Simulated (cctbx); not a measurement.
# Rb2InCuI6: solution and refinement

Cell a = 11.5310 Å, b = 11.5310 Å, c = 11.5310 Å, α = 90.00°, β = 90.00°, γ = 90.00°; space group Fm-3m (no. 225); content I24 In4 Rb8 Cu4.

The data are simulated with cctbx, not measured: Cu Kα, λ = 1.54184 Å, to d = 0.83 Å, 70 % of the full sphere, strongest reflection 5000 counts, noise from counting, a 6 % proportional error and a noise floor of 2 counts (s.d.); no absorption, and some extinction, which the refinements don't model.

1 earlier start (other random phases, and plain and normalised amplitudes in turn) led nowhere (symmetry correlation 0.88).

Charge flipping in P1 on plain amplitudes to 0.83 Å, δ = 1.1 σ, 20 % of the reflections treated as weak, 400 cycles:

```text
cycle      R  skewness
    0  0.510     0.49
   33  0.198     5.41
   66  0.188     5.26
   99  0.192     5.20
  132  0.190     5.21
  165  0.189     5.23
  198  0.187     5.28
  231  0.184     5.21
  264  0.185     5.19
  297  0.186     5.20
  330  0.187     5.24
  363  0.189     5.23
  396  0.184     5.24
origin shift          correlation  skewness
 0.376  0.296  0.072      0.968      8.50
 0.126  0.046  0.322      0.968      8.58
 0.376  0.046  0.322      0.968      7.65
 0.126  0.296  0.072      0.968      7.72
taken: symmetry correlation 0.968, skewness 8.58
peak      x       y       z  mult  height/sigma
Q1    0.0000  0.0000  0.2505   24     17.8
Q2    0.0000  0.0000  0.5000    4     14.5
Q3    0.2500  0.2500  0.2500    8     10.4
Q4    0.0000  0.0000  0.0000    4      9.7
Q5    0.0000  0.0000  0.1667   24      0.9
Q6    0.0000  0.1317  0.1317   48      0.8
Q7    0.1599  0.1599  0.3401   32      0.7
Q8    0.0000  0.2500  0.2500   24      0.6
Q9    0.1563  0.1563  0.1563   32      0.6
```

The origin is taken among those within 0.04 of the best correlation, by the skewness of the map.

It took 3.3 s on 1 thread of Arm Neoverse V2, on a shared host, peak memory 0.08 GiB.

Q: Assign the peaks.

Heights go roughly as Z and multiplicities must add up to the content. First model: Q1 = I1 (24 in the cell, height 17.8), Q2 = In1 (4 in the cell, height 14.5), Q3 = Rb1 (8 in the cell, height 10.4) and Q4 = Cu1 (4 in the cell, height 9.7). Against the true structure, Q1 is I, Q2 is In, Q3 is Rb and Q4 is Cu; the other peaks are not atoms.

Least squares on F², isotropic:

```text
Rint 0.061, 99 unique reflections to 0.83 A
cycle     R1     wR2    GooF  max shift (A)
   1  0.0844  0.2691   7.986   0.04356
   3  0.0161  0.0333   0.987   0.00000
final R1 0.0161 wR2 0.0333 GooF 0.987  parameters 5  data/parameter 19.8
atom        x        y        z      Ueq    occ   su(xyz)  su(Uiso or U11)
I1     0.00000  0.00000  0.25425   0.0174  1.000  0.00004  0.0002
In1    0.00000  0.00000  0.50000   0.0137  1.000  0.00000  0.0003
Rb1    0.25000  0.25000  0.25000   0.0207  1.000  0.00000  0.0003
Cu1    0.00000  0.00000  0.00000   0.0164  1.000  0.00000  0.0006
difference map: max 0.60 min -1.08 rms 0.16
Q1    0.0000  0.0000  0.1354   24    0.60  1.37 A from I1
Q2    0.1212  0.1212  0.3788   32    0.54  2.42 A from In1
Q3    0.0000  0.0000  0.4117   24    0.47  1.02 A from In1
Q4    0.0398  0.0398  0.0398   32    0.47  0.80 A from Cu1
Q5    0.1292  0.1292  0.1292   32    0.47  2.41 A from Rb1
```

Anisotropic refinement:

```text
Rint 0.061, 99 unique reflections to 0.83 A
cycle     R1     wR2    GooF  max shift (A)
   1  0.0162  0.0333   0.993   0.00004
final R1 0.0161 wR2 0.0333 GooF 0.992  parameters 6  data/parameter 16.5
atom        x        y        z      Ueq    occ   su(xyz)  su(Uiso or U11)
I1     0.00000  0.00000  0.25425   0.0174  1.000  0.00004  0.0003
In1    0.00000  0.00000  0.50000   0.0137  1.000  0.00000  0.0003
Rb1    0.25000  0.25000  0.25000   0.0207  1.000  0.00000  0.0003
Cu1    0.00000  0.00000  0.00000   0.0164  1.000  0.00000  0.0006
difference map: max 0.60 min -1.08 rms 0.16
Q1    0.0000  0.0000  0.1354   24    0.60  1.37 A from I1
Q2    0.1211  0.1211  0.3789   32    0.54  2.42 A from In1
Q3    0.0000  0.0000  0.4121   24    0.47  1.01 A from In1
Q4    0.0399  0.0399  0.0399   32    0.47  0.80 A from Cu1
Q5    0.1291  0.1291  0.1291   32    0.47  2.41 A from Rb1
Q6    0.0000  0.1182  0.3818   48    0.46  1.93 A from In1
```

**Reading.** The refinement ends at R1 = 0.0161, wR2 = 0.0333, GooF = 0.99, with difference density between -1.08 and 0.60 e/Å³. Every site matches the true model in element, within 0.001 Å r.m.s., up to an allowed shift of origin.

True model:

| atom | mult. | x | y | z | Ueq (Å²) |
| --- | --- | --- | --- | --- | --- |
| I1 | 24 | 0 | 0 | 0.7542 | 0.0176 |
| In1 | 4 | 0 | 0 | 0 | 0.0144 |
| Rb1 | 8 | 1/4 | 3/4 | 3/4 | 0.0206 |
| Cu1 | 4 | 1/2 | 0 | 0 | 0.0173 |

The model is made up (kin elements in a known structure type, no relaxation), so it says nothing on whether the phase exists.

[Middle refinement cycles are left out of these outputs.]

[Logs are printed without paths, hosts, clocks, repeated set-up lines and the standing remarks that a program may print on its own settings, such as how far it seeks lower states.]
